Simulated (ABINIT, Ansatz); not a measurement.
**Tellurium (P3_121, 3 atoms a cell): G0W0 on several meshes in ABINIT**

Aim: the GW shift of Tellurium (P3_121, 3 atoms a cell) against the k mesh.

Main program and level: ABINIT 10.8.3; PBE and many-body steps on it, plane waves.

This is a report of a sequence of runs, with most program output left out.

The database entry behind the starting cell differs from later determinations by our own check (inner coordinate of an old entry), so it need not match the best structure at ambient conditions.

### 1. Starting point

It takes space group P3_121 (No. 152, trigonal). The conventional cell has a = 4.454 Å, b = 4.454 Å, c = 5.924 Å, α = 90.00°, β = 90.00°, γ = 120.00°. Nearest to Te lie 2 Te at 2.86 Å.

The cell and positions come from the Crystallography Open Database and are kept as given unless a step says otherwise. Spin-orbit coupling is left out unless a step names it.

### 2. Empty states on the mesh, 3×3×2 mesh, 474 bands

This step: ABINIT 10.8.3; DFT, PBE, plane waves, norm-conserving pseudopotentials.

The sums over transitions need many empty states on a uniform mesh; this step solves for them.

run.abi reads:

```
acell 3*1.0 Angstrom
rprim 
  4.454000000025 -0.000000000006 0.000000000000
  -2.227000000008 3.857277148481 0.000000000000
  0.000000000000 0.000000000000 5.924000000000
ntypat 1
znucl 52
natom 3
typat 1 1 1
xred 
  0.269000000000 0.000000000000 0.333333333333
  0.000000000000 0.269000000000 0.666666666667
  0.731000000000 0.731000000000 -0.000000000000
pp_dirpath "pseudos"
pseudos "Te.upf"
ecut 39
ngkpt 3 3 2
nshiftk 1
shiftk 0 0 0
kptopt 1
chksymbreak 0
iscf -2
irdden 1
istwfk *1
nband 474
nbdbuf 42
tolwfr 1e-09
nstep 60
prtvol 0
indata_prefix "in"
outdata_prefix "out"
tmpdata_prefix "tmp"
```

Run with:

```bash
$ OMP_NUM_THREADS=1 mpirun -n 4 abinit run.abi > log
```

It took 12 min on 4 MPI ranks of Intel Xeon Platinum 8488C (Sapphire Rapids), shared host; peak memory 0.74 GiB.

Numbers from this step:

```yaml
gap: 0.1888 eV
k_of_the_valence_top: 0.3333, 0.3333, 0.5
k_of_the_conduction_bottom: 0.3333, 0.3333, 0.5
least_direct_gap: 0.1888 eV
k_points_computed: 6
lowest_point_of_the_top_converged_band_above_the_valence_top: 130.3224 eV
```

On this mesh the gap is 0.189 eV.

The density comes from a self-consistent run that is not shown.

### 3. Screening, 3×3×2 mesh, 197 bands, screening to 176.9 eV

The RPA dielectric matrix is built and inverted for each q.

This step: RPA screening on PBE, plane waves, norm-conserving pseudopotentials.

Edit run.abi of step 2 so:

```diff
@@ -21,10 +21,11 @@
 chksymbreak 0
-iscf -2
-irdden 1
 istwfk *1
-nband 474
-nbdbuf 42
-tolwfr 1e-09
-nstep 60
-prtvol 0
+occopt 1
+irdwfk 1
+optdriver 3
+nband 197
+ecuteps 6.5
+inclvkb 2
+awtr 1
+symchi 1
 indata_prefix "in"
```

The job ended after 2.2 min (4 MPI ranks; peak memory 1.8 GiB).

Numbers from this step:

| Quantity | Value |
| --- | --- |
| ε∞ with local fields, on this mesh, along the program's q direction | 1329 |
| the same without local fields | 1645 |
| plasma frequency | 31.23 eV |
| plane waves in the screening matrix | 529 |

Local fields lower ε∞ by 19 %. The value itself is an artefact of the mesh, where one narrow direct gap carries too much weight.

### 4. 3×3×2

The self-energy is evaluated for the states that the input lists, and the levels follow from it, in one-shot runs by the linearised quasiparticle equation.

This step: G0W0 on PBE, plane waves, norm-conserving pseudopotentials.

Edit run.abi of step 3 so:

```diff
@@ -24,8 +24,17 @@
 irdwfk 1
-optdriver 3
+optdriver 4
 nband 197
+gwcalctyp 0
+ecutsigx 39
+symsigma 1
+nkptgw 2
+kptgw 
+  0.3333333333 0.3333333333 0.5000000000
+  0.0000000000 0.0000000000 0.0000000000
+bdgw 
+  35 39
+  34 38
 ecuteps 6.5
-inclvkb 2
-awtr 1
-symchi 1
+irdscr 1
+ppmodel 1
 indata_prefix "in"
```

Run time: 41 s. Hardware: 4 MPI ranks; peak memory 1.7 GiB; 2.7 min of CPU time.

This step gave:

* G0W0 gap on the points computed: 0.4390 eV
* starting gap on the mesh: 0.1888 eV
* k of the valence top: 0.3333, 0.3333, 0.5
* k of the conduction bottom: 0.3333, 0.3333, 0.5
* Z at the valence top: 0.791
* Z at the conduction bottom: 0.793
* least direct G0W0 gap on the computed points: 0.4390 eV

The gap on the mesh goes from 0.19 eV to 0.44 eV, a correction of +0.25 eV.

### 5. Empty states on the mesh, 3×3×4 mesh, 215 bands

This step: DFT, PBE, plane waves, norm-conserving pseudopotentials.

Edit run.abi of step 4 so:

```diff
@@ -16,3 +16,3 @@
 ecut 39
-ngkpt 3 3 2
+ngkpt 3 3 4
 nshiftk 1
@@ -21,20 +21,10 @@
 chksymbreak 0
+iscf -2
+irdden 1
 istwfk *1
-occopt 1
-irdwfk 1
-optdriver 4
-nband 197
-gwcalctyp 0
-ecutsigx 39
-symsigma 1
-nkptgw 2
-kptgw 
-  0.3333333333 0.3333333333 0.5000000000
-  0.0000000000 0.0000000000 0.0000000000
-bdgw 
-  35 39
-  34 38
-ecuteps 6.5
-irdscr 1
-ppmodel 1
+nband 215
+nbdbuf 18
+tolwfr 1e-09
+nstep 60
+prtvol 0
 indata_prefix "in"
```

The job ended after 4.2 min (4 MPI ranks; peak memory 0.67 GiB; 17 min of CPU time).

This step gave:

* gap: 0.1888 eV
* k of the valence top: 0.3333, 0.3333, 0.5
* k of the conduction bottom: 0.3333, 0.3333, 0.5
* least direct gap: 0.1888 eV
* k points computed: 10
* lowest point of the top converged band, above the valence top: 66.3367 eV

On this mesh the gap is 0.189 eV.

### 6. Screening, 3×3×4 mesh, 197 bands, screening to 176.9 eV

This step: RPA screening on PBE, plane waves, norm-conserving pseudopotentials.

Edit run.abi of step 5 so:

```diff
@@ -21,10 +21,11 @@
 chksymbreak 0
-iscf -2
-irdden 1
 istwfk *1
-nband 215
-nbdbuf 18
-tolwfr 1e-09
-nstep 60
-prtvol 0
+occopt 1
+irdwfk 1
+optdriver 3
+nband 197
+ecuteps 6.5
+inclvkb 2
+awtr 1
+symchi 1
 indata_prefix "in"
```

Elapsed: 14 min, on 4 MPI ranks; peak memory 2.8 GiB; 56 min of CPU time.

This step gave:

* ε∞ with local fields, on this mesh, along the program's q direction: 737.5
* the same without local fields: 830.9
* plasma frequency: 31.23 eV
* plane waves in the screening matrix: 529

### 7. 3×3×4

This step: G0W0 on PBE, plane waves, norm-conserving pseudopotentials.

Edit run.abi of step 6 so:

```diff
@@ -24,8 +24,17 @@
 irdwfk 1
-optdriver 3
+optdriver 4
 nband 197
+gwcalctyp 0
+ecutsigx 39
+symsigma 1
+nkptgw 2
+kptgw 
+  0.3333333333 0.3333333333 0.5000000000
+  0.0000000000 0.0000000000 0.0000000000
+bdgw 
+  35 39
+  34 38
 ecuteps 6.5
-inclvkb 2
-awtr 1
-symchi 1
+irdscr 1
+ppmodel 1
 indata_prefix "in"
```

Run time: 1.8 min. Hardware: 4 MPI ranks; peak memory 2.5 GiB; 7 min of CPU time.

This step gave:

```yaml
g0w0_gap_on_the_points_computed: 0.4230 eV
starting_gap_on_the_mesh: 0.1888 eV
k_of_the_valence_top: 0.3333, 0.3333, 0.5
k_of_the_conduction_bottom: 0.3333, 0.3333, 0.5
z_at_the_valence_top: 0.79
z_at_the_conduction_bottom: 0.793
least_direct_g0w0_gap_on_the_computed_points: 0.4230 eV
```

Against G0W0 in ABINIT (3×3×2 mesh, 197 bands, screening to 176.9 eV, Godby-Needs plasmon pole), the gap moves by −0.016 eV.

### 8. The runs together

Times are wall times on 4 MPI ranks of Intel Xeon Platinum 8488C (Sapphire Rapids), shared host, good to a factor of about two. A run's time includes the screening step that it read.

```csv
run,mesh,bands,screening cutoff (eV),DFT gap (eV),gap on the mesh (eV),direct (eV),ε∞ used,time
3×3×2,3×3×2,197,176.9,0.189,0.439,0.439,1328.57,2.9 min
3×3×4,3×3×4,197,176.9,0.189,0.423,0.423,737.51,16 min
```

### 9. Results

| Quantity | Value |
| --- | --- |
| 3×3×2 | 0.439 eV |
| 3×3×4 | 0.423 eV |
| known limits | not at the basis limit; model gap, bands may invert with spin-orbit coupling; screening runs away on this mesh; no spin-orbit coupling; coarse k mesh |

**Reading.** 3×3×4: −0.016 eV against 3×3×2. Bands and cutoff are finite, so the gap is not at the basis limit. The miss can reach some tenths of an eV and take either sign; the mesh is an error of its own. In the G0W0 runs levels were corrected at 2 k points alone, so a gap called «on the mesh» is the least over those, and an edge elsewhere would be missed. The 3×3×2 mesh is coarse for this cell, which bears on the long-range parts of exchange and screening. With atoms this heavy and so narrow a gap, spin-orbit coupling can invert the bands. These scalar-relativistic gaps are then model values, not to be set against experiment, and a spin-orbit change taken from DFT can't simply be added. On this mesh the RPA ε∞ passes 90, more than nearly any semiconductor shows; a coarse mesh does this where one point with a narrow direct gap carries much weight. The screening is then too strong, and the G0W0 gap should not be taken as the material's.

[Paths, hosts, dates, memory and timing lines, banners, echoed tables and standing remarks are left out of the program output.]

[Logs are printed without paths, hosts, clocks, repeated set-up lines and the standing remarks that a program may print on its own settings, such as how far it seeks lower states.]

[Runs of the session that timed out or met a known fault of the program may be left out.]

[Hosts, paths, dates, database ids (printed as entryN), source tags and the programs' standing remarks are cut or masked in the printed files.]

[G0W0 gaps are taken among the corrected bands and points alone; a level outside them can change the order at an edge.]

[Where Ansatz stands beside ABINIT at settings called matched, ABINIT's density can come from a denser mesh and the files from another edition; pairs whose starting gaps differed by over 0.03 eV were left out, so agreement reads better than it is.]
